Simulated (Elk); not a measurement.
**Optical response of ZrB2**

Aim: the dielectric function of ZrB2, and the optical constants that follow from it.

Method: DFT, PBE, all-electron APW+lo, Dirac cores, scalar-relativistic bands, independent-particle optical response without local fields, in Elk 11.2.3 (patched build).

### Step 1. The structure

Symmetry: P6/mmm, No. 191, hexagonal system. The conventional cell has a = 3.170 Å, b = 3.170 Å, c = 3.533 Å, α = 90.00°, β = 90.00°, γ = 120.00°. Nearest to Zr lie 12 B at 2.54 Å. B has 3 B at 1.83 Å and 6 Zr at 2.54 Å nearest. Farther neighbours, and contacts between anions beyond the nearest, are not listed.

### Step 2. Ground state

First the ground state: is it a metal or has it a gap?

This step: DFT, PBE, all-electron APW+lo, Dirac cores, scalar-relativistic bands, ground state (Elk 11.2.3 (patched build)).

File elk.in:

```
tasks
  0
  120

xctype
  20

nempty
  10

lorbcnd
  .true.

rgkmax
  7.0

swidth
  0.0018375

maxscl
  100

epsengy
  1e-05

sppath
  './'

avec
  5.990431815067 0.000000000000 0.000000000000
  -2.995215907534 5.187866131487 0.000000000000
  0.000000000000 0.000000000000 6.676402398303

atoms
  2
  'Zr.in'
  1
  0.000000000000 0.000000000000 0.000000000000   0.000 0.000 0.000
  'B.in'
  2
  0.666666666667 0.333333333333 0.500000000000   0.000 0.000 0.000
  0.333333333333 0.666666666667 0.500000000000   0.000 0.000 0.000

ngridk
  7 7 6
```

Launch:

```sh
$ OMP_NUM_THREADS=2 elk
```

The log of the run:

```text
┌─────────────────────────┐
│ Elk code version 11.2.3 │
└─────────────────────────┘

All units are atomic (Hartree, Bohr, etc.)

┌─────────────────────────────────────────────────┐
│ Ground-state run starting from atomic densities │
└─────────────────────────────────────────────────┘

Lattice vectors :
   5.990431815       0.000000000       0.000000000
  -2.995215908       5.187866131       0.000000000
   0.000000000       0.000000000       6.676402398

Reciprocal lattice vectors :
   1.048870182      0.6055654818      -0.000000000
   0.000000000       1.211130964       0.000000000
   0.000000000      -0.000000000      0.9411034465

Unit cell volume      :    207.4862849
Brillouin zone volume :    1.195501734

Muffin-tin inner radius fraction :   0.1000000000E-01

Nuclei treated as point charges

Species : 1 (Zr)
 parameters loaded from : Zr.in
 name : zirconium
 nuclear charge    :   -40.00000000
 electronic charge :    40.00000000
 atomic mass :    166291.1793
 muffin-tin radius :    2.600000000
 number of radial points in muffin-tin :   1193
 inner part over the whole radius :   0.9967875514E-02
 number on inner part of muffin-tin    :    848
 approximate nuclear radius :   0.8202877663E-04
 number of mesh points to nuclear radius :    417
 atomic positions (lattice), magnetic fields (Cartesian) :
  1 :   0.00000000  0.00000000  0.00000000    0.00000000  0.00000000  0.00000000

Species : 2 (B)
 parameters loaded from : B.in
 name : boron
 nuclear charge    :   -5.000000000
 electronic charge :    5.000000000
 atomic mass :    19707.24742
 muffin-tin radius :    1.704288710
 number of radial points in muffin-tin :    593
 inner part over the whole radius :   0.9887081658E-02
 number on inner part of muffin-tin    :    404
 approximate nuclear radius :   0.4534157419E-04
 number of mesh points to nuclear radius :    162
 atomic positions (lattice), magnetic fields (Cartesian) :
  1 :  -0.33333333  0.33333333  0.50000000    0.00000000  0.00000000  0.00000000
  2 :   0.33333333 -0.33333333  0.50000000    0.00000000  0.00000000  0.00000000

Total number of atoms per unit cell :    3
Total muffin-tin volume :    115.0935203
 ratio of muffin-tin to unit cell volume :   0.5547042317

Spin treatment :
 spin-unpolarised

Number of Bravais lattice symmetries :   24
Number of crystal symmetries         :   24
Crystal has inversion symmetry
Real symmetric eigensolver will be used

k-point grid :      7     7     6
k-point offset :    0.000000000       0.000000000       0.000000000
k-point set is reduced with full crystal symmetry group
Total number of k-points :       32

Muffin-tin radius times maximum |G+k| :    7.000000000
 using average radius
Maximum |G+k| for APW functions       :    3.495003647
Maximum (1/2)|G+k|²                   :    6.107525246
Maximum |G| for potential and density :    12.00000000
Constant for pseudocharge density :    8
 order of it for each species :   15  15
 order of it for pair densities of each species (exact exchange by exxq0 0: 15) :   15   5
Radial integration step length :    1

G-vector grid sizes :     24    24    27
Number of G-vectors :     6085

Maximum angular momentum used for
 APW functions            :    8
 outer part of muffin-tin :    6
 inner part of muffin-tin :    2

Total nuclear charge    :   -50.00000000
Total core charge       :    32.00000000
Total valence charge    :    18.00000000
Total excess charge     :    0.000000000
Total electronic charge :    50.00000000

Effective Wigner radius, rₛ :   0.9968816313

Number of empty states         :     30
Total number of valence states :     40
Total number of core states    :     32

Conduction state local-orbitals added automatically
Third-order local-orbitals added for an l without core states : F
Total number of local-orbitals :    168

Exchange-correlation functional :     20     0     0
 Perdew-Burke-Ernzerhof, Phys. Rev. Lett. 77, 3865 (1996)
 gradient requirement :    1
 generalised gradient approximation (GGA)

Smearing type :    3
 Fermi-Dirac
Smearing width :   0.1837500000E-02
Effective electronic temperature (K) :    580.2366081

Mixing type :    3
 Broyden mixing, J. Phys. A: Math. Gen. 17, L317 (1984)

Kohn-Sham potential initialised from atomic data

┌──────────────────────────────┐
│ Self-consistent loop started │
└──────────────────────────────┘

┌─────────────────┐
│ Loop number : 1 │
└─────────────────┘

Energies :
 Fermi                       :     0.311035
 sum of occupied eigenvalues :     -2153.1947453419
 electron kinetic            :      3765.9624973490
 core electron kinetic       :      3694.0543158922
 Coulomb                     :     -7293.1437418801
 Coulomb potential           :     -5762.5645181599
 nuclear-nuclear             :     -446.65228686849
 electron-nuclear            :     -7940.1044794120
 Hartree                     :      1093.6130244003
 Madelung                    :     -4411.8614828002
 xc potential                :     -156.59272453093
 exchange                    :     -120.07079647142
 correlation                 :     -2.421666
 electron entropic           :    -0.236463E-03
 total energy                :     -3649.6739435692

Density of states at Fermi energy :    23.31752023
 (states/Hartree/unit cell)

Estimated indirect band gap :   0.3385114762E-02
 from k-point 18 to k-point 26
Estimated direct band gap   :   0.1396203628E-01
 at k-point 13

Charges :
 core                        :    32.00000000
 valence                     :    18.00000000
 interstitial                :    4.169523487
 muffin-tins (core leakage)
  species : 1 (Zr)
   atom 1                    :    37.73643443     (  0.2803713990E-05)
  species : 2 (B)
   atom 1                    :    4.047021042     (  0.1334564490E-03)
   atom 2                    :    4.047021042     (  0.1334564490E-03)
 total in muffin-tins        :    45.83047651
 total calculated charge     :    49.99969964
 total charge                :    50.00000000
 error                       :   0.3003634774E-03

┌─────────────────┐
│ Loop number : 2 │
└─────────────────┘

Energies :
 Fermi                       :     0.311943
 sum of occupied eigenvalues :     -2153.2134157636
 electron kinetic            :      3764.9510350642
 core electron kinetic       :      3693.3236511485
 Coulomb                     :     -7293.2049120321
 Coulomb potential           :     -5762.4769648364
 nuclear-nuclear             :     -446.65228686849
 electron-nuclear            :     -7940.3170845709
 Hartree                     :      1093.7644594073
 Madelung                    :     -4411.9664296139
 xc potential                :     -155.68748599140
 exchange                    :     -120.07310182686
 correlation                 :     -2.421944
 electron entropic           :    -0.233536E-03
 total energy                :     -3650.7491563208

Density of states at Fermi energy :    23.07530616
 (states/Hartree/unit cell)

Estimated indirect band gap :   0.3202337032E-02
 from k-point 18 to k-point 26
Estimated direct band gap   :   0.1417338399E-01
 at k-point 13

Charges :
 core                        :    32.00000000
 valence                     :    18.00000000
 interstitial                :    4.169752164
 muffin-tins (core leakage)
  species : 1 (Zr)
   atom 1                    :    37.74705678     (  0.2797754533E-05)
  species : 2 (B)
   atom 1                    :    4.041595530     (  0.1335294979E-03)
   atom 2                    :    4.041595530     (  0.1335294979E-03)
 total in muffin-tins        :    45.83024784
 total calculated charge     :    49.99970516
 total charge                :    50.00000000
 error                       :   0.2948357688E-03

RMS change in Kohn-Sham potential (target) :    4.504143379     (  0.1000000000E-05)
Absolute change in total energy (target)   :    1.075212752     (  0.1000000000E-04)

[... 12 loops left out ...]

┌──────────────────┐
│ Loop number : 15 │
└──────────────────┘

Energies :
 Fermi                       :     0.431563
 sum of occupied eigenvalues :     -2149.0898769221
 electron kinetic            :      3768.5600846857
 core electron kinetic       :      3693.7203120803
 Coulomb                     :     -7294.9880107095
 Coulomb potential           :     -5758.0529600929
 nuclear-nuclear             :     -446.65228686849
 electron-nuclear            :     -7948.4439134927
 Hartree                     :      1100.1081896517
 Madelung                    :     -4415.9615306631
 xc potential                :     -159.59700151500
 exchange                    :     -120.16476481336
 correlation                 :     -2.433047
 electron entropic           :    -0.107867E-03
 total energy                :     -3649.0258459447

Density of states at Fermi energy :    9.300133005
 (states/Hartree/unit cell)

Estimated indirect band gap :   0.6353704220E-02
 from k-point 18 to k-point 7
Estimated direct band gap   :   0.2084381136E-01
 at k-point 13

Charges :
 core                        :    32.00000000
 valence                     :    18.00000000
 interstitial                :    4.142288497
 muffin-tins (core leakage)
  species : 1 (Zr)
   atom 1                    :    38.23605666     (  0.2628783712E-05)
  species : 2 (B)
   atom 1                    :    3.810827423     (  0.1340894001E-03)
   atom 2                    :    3.810827423     (  0.1340894001E-03)
 total in muffin-tins        :    45.85771150
 total calculated charge     :    49.99987507
 total charge                :    50.00000000
 error                       :   0.1249342409E-03

RMS change in Kohn-Sham potential (target) :   0.6033249966E-06 (  0.1000000000E-05)
Absolute change in total energy (target)   :   0.1532723218E-05 (  0.1000000000E-04)

Convergence targets achieved

┌──────────────────┐
│ Loop number : 16 │
└──────────────────┘

Energies :
 Fermi                       :     0.431563
 sum of occupied eigenvalues :     -2149.0898769401
 electron kinetic            :      3768.5600823335
 core electron kinetic       :      3693.7203093364
 Coulomb                     :     -7294.9880081802
 Coulomb potential           :     -5758.0529582247
 nuclear-nuclear             :     -446.65228686849
 electron-nuclear            :     -7948.4439104299
 Hartree                     :      1100.1081891182
 Madelung                    :     -4415.9615290679
 xc potential                :     -159.59700104899
 exchange                    :     -120.16476476408
 correlation                 :     -2.433047
 electron entropic           :    -0.107867E-03
 total energy                :     -3649.0258457154

Density of states at Fermi energy :    9.300132848
 (states/Hartree/unit cell)

Estimated indirect band gap :   0.6353703768E-02
 from k-point 18 to k-point 7
Estimated direct band gap   :   0.2084381462E-01
 at k-point 13

Charges :
 core                        :    32.00000000
 valence                     :    18.00000000
 interstitial                :    4.142288433
 muffin-tins (core leakage)
  species : 1 (Zr)
   atom 1                    :    38.23605675     (  0.2628785499E-05)
  species : 2 (B)
   atom 1                    :    3.810827410     (  0.1340893924E-03)
   atom 2                    :    3.810827410     (  0.1340893924E-03)
 total in muffin-tins        :    45.85771157
 total calculated charge     :    49.99987507
 total charge                :    50.00000000
 error                       :   0.1249342279E-03

┌──────────────────────────────┐
│ Self-consistent loop stopped │
└──────────────────────────────┘

Warning : core states of species 2 leak from the muffin-tin :   0.1340893924E-03

Wrote STATE.OUT
```

Run time: 15 s. Hardware: 2 threads of Arm Neoverse V1, shared host; peak memory 0.07 GiB.

Numbers from this step:

| Item | Value |
| --- | --- |
| total energy | -3649 Ha |
| Fermi energy | 11.74 eV |
| DOS at the Fermi level | 0.3418 states/eV/cell |

There are states at the Fermi level within the smearing, so the occupations stay smeared and the carriers get a Drude term.

### Step 3. Independent particles

The spectrum is a sum over vertical transitions between filled and empty bands at the fixed density, so many empty bands are needed.

This step: DFT, PBE, all-electron APW+lo, Dirac cores, scalar-relativistic bands, independent-particle optical response without local fields (Elk 11.2.3 (patched build)).

elk.in, as its differences from that of step 2:

```diff
@@ -1,4 +1,10 @@
 tasks
-  0
-  120
+  121
+
+optcomp
+  1 1
+  3 3
+
+intraband
+  .true.
 
@@ -17,9 +23,7 @@
 swidth
-  0.0018375
+  0.0073499
 
-maxscl
-  100
-
-epsengy
-  1e-05
+wplot
+  400 100 0
+  0.0 1.10248
```

Launch:

```sh
$ OMP_NUM_THREADS=2 elk
```

The log of the run:

```text
┌─────────────────────────────────┐
│ Elk code version 11.2.3 started │
└─────────────────────────────────┘

Info(readinput): the functional depends on the density's gradient
 muffin-tin radial points multiplied by    2.00000
 (not where nrmtscf is given)

┌────────────────────┐
│ Current task : 121 │
└────────────────────┘
Info(checkmt): changed muffin-tin radius of species 2 (B) from   1.8000 to   1.7043

Info(dielectric):
 dielectric tensor written to EPSILON_ij.OUT
 optical conductivity written to SIGMA_ij.OUT
 plasma frequency written to PLASMA_ij.OUT
 for components
  i = 1, j = 1
  i = 3, j = 3

┌──────────────────┐
│ Elk code stopped │
└──────────────────┘
```

It took 2 s on 2 threads; peak memory 0.03 GiB.

This step gave:

| Quantity | Value |
| --- | --- |
| centre of weight of the strongest loss peak in the window | 20.97 eV |
| Drude plasma energy, first axis | 5.264 eV |

Sum at mesh points, not converged in k. The Im ε by photon energy; read off at these points:

| photon energy (eV) | E ∥ x | E ∥ z |
| --- | --- | --- |
| 0.5 | 160 | 39.5 |
| 1.0 | 33.5 | 35.2 |
| 2.0 | 15.0 | 12.7 |
| 3.0 | 11.2 | 8.90 |
| 4.0 | 11.1 | 8.49 |
| 5.0 | 7.87 | 9.60 |
| 6.0 | 6.96 | 6.93 |
| 7.0 | 9.40 | 8.06 |
| 8.0 | 6.01 | 6.61 |
| 9.0 | 8.28 | 7.22 |
| 10.0 | 7.10 | 4.88 |
| 11.0 | 4.27 | 2.91 |
| 12.0 | 2.92 | 1.97 |
| 13.0 | 2.27 | 1.66 |
| 14.0 | 1.71 | 1.48 |
| 15.0 | 1.01 | 1.25 |
| 16.0 | 0.976 | 0.473 |
| 17.0 | 0.683 | 0.451 |
| 18.0 | 0.503 | 0.486 |
| 19.0 | 0.320 | 0.592 |
| 20.0 | 0.454 | 0.381 |
| 21.0 | 0.436 | 0.298 |
| 22.0 | 0.369 | 0.368 |
| 23.0 | 0.285 | 0.426 |
| 24.0 | 0.274 | 0.388 |
| 25.0 | 0.198 | 0.217 |
| 26.0 | 0.190 | 0.263 |
| 27.0 | 0.580 | 0.554 |
| 28.0 | 0.963 | 1.04 |
| 29.0 | 1.04 | 1.48 |

Values under 1 per cm are given as 1; sum at mesh points, not converged in k. The absorption coefficient by photon energy:

| photon energy (eV) | E ∥ x (1/cm) | E ∥ z (1/cm) |
| --- | --- | --- |
| 0.97 | 6.8e5 | 4.0e5 |
| 2.02 | 5.0e5 | 5.6e5 |
| 3.00 | 8.7e5 | 7.0e5 |
| 3.98 | 8.6e5 | 6.7e5 |
| 5.03 | 9.2e5 | 1.2e6 |
| 6.00 | 1.0e6 | 1.1e6 |
| 6.97 | 1.6e6 | 1.3e6 |
| 8.03 | 1.3e6 | 1.6e6 |
| 9.00 | 2.1e6 | 2.3e6 |
| 9.97 | 2.3e6 | 2.2e6 |
| 11.03 | 2.3e6 | 2.3e6 |
| 12.00 | 2.2e6 | 1.9e6 |
| 12.97 | 2.2e6 | 1.9e6 |
| 14.03 | 2.2e6 | 2.1e6 |
| 15.00 | 1.9e6 | 1.9e6 |
| 15.97 | 1.8e6 | 1.6e6 |
| 17.02 | 1.6e6 | 1.3e6 |
| 18.00 | 1.6e6 | 1.1e6 |
| 18.98 | 1.2e6 | 1.2e6 |
| 20.02 | 1.0e6 | 7.9e5 |
| 21.00 | 9.9e5 | 5.6e5 |
| 21.98 | 7.7e5 | 6.6e5 |
| 23.02 | 5.6e5 | 6.7e5 |
| 24.00 | 4.6e5 | 6.3e5 |
| 24.98 | 3.0e5 | 3.4e5 |
| 26.02 | 2.6e5 | 3.4e5 |
| 27.00 | 6.9e5 | 6.5e5 |
| 27.98 | 1.2e6 | 1.1e6 |
| 29.02 | 1.4e6 | 1.9e6 |

The reflectivity at normal incidence has structure finer than the step of the table below, so its rows give means over 1 eV. Peaks (eV: height): E ∥ x 2.5: 58.8, 4.5: 50.6, 5.4: 45.6, 7.1: 44.7, 14.6: 60.9, 18.1: 54.7; E ∥ z 1.6: 68.5, 4.9: 48.0, 5.5: 48.3, 10.9: 61.7, 14.2: 58.7, 15.8: 65.2, 16.8: 52.0.

Sum at mesh points, not converged in k. Reflectivity at normal incidence against photon energy; means over each step:

| photon energy (eV) | E ∥ x (%) | E ∥ z (%) |
| --- | --- | --- |
| 1 | 78.2 | 62.1 |
| 2 | 53.2 | 55.3 |
| 3 | 49.9 | 43.4 |
| 4 | 42.8 | 41.1 |
| 5 | 41.9 | 43.6 |
| 6 | 34.9 | 37.9 |
| 7 | 40.6 | 37.1 |
| 8 | 34.0 | 39.8 |
| 9 | 43.7 | 49.3 |
| 10 | 46.7 | 48.1 |
| 11 | 52.3 | 58.3 |
| 12 | 50.8 | 53.2 |
| 13 | 51.6 | 49.2 |
| 14 | 55.2 | 51.5 |
| 15 | 54.9 | 49.1 |
| 16 | 48.3 | 56.4 |
| 17 | 47.9 | 45.0 |
| 18 | 50.9 | 29.0 |
| 19 | 43.6 | 26.9 |
| 20 | 22.9 | 19.1 |
| 21 | 19.3 | 9.80 |
| 22 | 13.9 | 6.38 |
| 23 | 8.72 | 4.56 |
| 24 | 4.08 | 3.47 |
| 25 | 1.81 | 1.48 |
| 26 | 0.500 | 0.510 |
| 27 | 1.93 | 1.66 |
| 28 | 4.10 | 4.63 |
| 29 | 5.86 | 7.68 |

The loss function −Im 1/ε at q → 0 has structure finer than the step of the table below, so its rows give means over 1 eV. Peaks (eV: height): E ∥ x 19.4: 2.60, 20.2: 2.50, 21.4: 2.60; E ∥ z 18.2: 2.03, 19.6: 3.19.

Sum at mesh points, not converged in k. Loss function −Im 1/ε at q → 0 against energy loss; means over each step:

| energy loss (eV) | E ∥ x | E ∥ z |
| --- | --- | --- |
| 1 | 0.0171 | 0.0242 |
| 2 | 0.0538 | 0.0538 |
| 3 | 0.0789 | 0.0820 |
| 4 | 0.0821 | 0.0769 |
| 5 | 0.109 | 0.0917 |
| 6 | 0.133 | 0.130 |
| 7 | 0.119 | 0.119 |
| 8 | 0.148 | 0.125 |
| 9 | 0.125 | 0.116 |
| 10 | 0.127 | 0.140 |
| 11 | 0.147 | 0.135 |
| 12 | 0.190 | 0.211 |
| 13 | 0.213 | 0.278 |
| 14 | 0.232 | 0.311 |
| 15 | 0.320 | 0.371 |
| 16 | 0.467 | 0.545 |
| 17 | 0.586 | 0.991 |
| 18 | 0.730 | 1.67 |
| 19 | 1.75 | 1.67 |
| 20 | 2.28 | 2.56 |
| 21 | 2.28 | 1.81 |
| 22 | 2.29 | 1.28 |
| 23 | 1.70 | 1.04 |
| 24 | 0.931 | 0.868 |
| 25 | 0.491 | 0.474 |
| 26 | 0.255 | 0.249 |
| 27 | 0.303 | 0.249 |
| 28 | 0.451 | 0.322 |
| 29 | 0.537 | 0.474 |

At chosen wavelengths:

| wavelength (nm) | n x | k x | R (%) x | 1/α x | n z | k z | R (%) z | 1/α z |
| --- | --- | --- | --- | --- | --- | --- | --- | --- |
| 1550 | 3.89 | 9.038 | 85.3 | 14 nm | 5.42 | 4.076 | 62.5 | 30 nm |
| 800 | 2.38 | 3.902 | 64.3 | 16 nm | 4.02 | 4.896 | 67.4 | 13 nm |
| 633 | 2.85 | 2.512 | 46.1 | 20 nm | 2.15 | 3.096 | 55.9 | 16 nm |
| 532 | 3.58 | 2.965 | 51.9 | 14 nm | 3.16 | 2.300 | 44.0 | 18 nm |
| 450 | 2.51 | 3.302 | 56.8 | 11 nm | 2.59 | 3.038 | 53.2 | 12 nm |
| 365 | 2.31 | 1.940 | 37.3 | 15 nm | 3.13 | 1.675 | 36.9 | 17 nm |
| 193 | 2.20 | 1.840 | 35.4 | 8.3 nm | 2.21 | 1.737 | 33.6 | 8.8 nm |

In reflection the computed colour is faintly violet: x = 0.304, y = 0.314, luminous reflectivity 49 %.

### Step 4. Summary of results

| Property | Result |
| --- | --- |
| Drude plasma energy, first axis | 5.26 eV |
| centre of weight of the strongest loss peak in the window, first axis | 21.0 eV |

In words: At this level (PBE, independent particles) ZrB2 is a metal with a Drude plasma energy of 5.3 eV along x and 4.6 eV along z. The mesh is too coarse to trust the carriers' weight, the reflectivity or the colour to better than tens of per cent. Along x the bare Drude plasma energy is 5.3 eV; Re ε first rises through zero at 1.90 eV, far lower, because interband transitions screen the carriers. Im ε is 14 there, so the loss peak at that energy is weak. In reflection the computed colour is faintly violet: x = 0.304, y = 0.314, luminous reflectivity 49 %. The carriers' damping of 0.2 eV is typed, not computed; at 0.8 eV the carriers give 14 % of Im ε, the rest is interband. The sum runs over mesh points 0.33 Å⁻¹ apart with no interpolation, so peaks are partly noise of the mesh, and the Drude plasma energy, a sum over the Fermi surface, isn't converged. Not shown from this task: 2 runs with a known fault of program or setting.

[Long decimals in the printed logs are rounded to 6 places.]

[Machine, clock and banner lines and Python warnings are left out of the logs.]

[Logs are printed without paths, hosts, clocks, repeated set-up lines and the standing remarks that a program may print on its own settings, such as how far it seeks lower states.]

[Hosts, paths, dates, database ids (printed as entryN), source tags and the programs' standing remarks are cut or masked in the printed files.]

[Where Elk ran, warnings of its patched build on accuracy (core leakage, angular cutoffs, spin-orbit splittings, empty states, lower magnetic states) are left out.]

[Where the starting crystal was built by hand or by swapping elements, it need not be the compound's stable phase.]

[The count of steps not shown may lack steps that the program refused or didn't finish.]
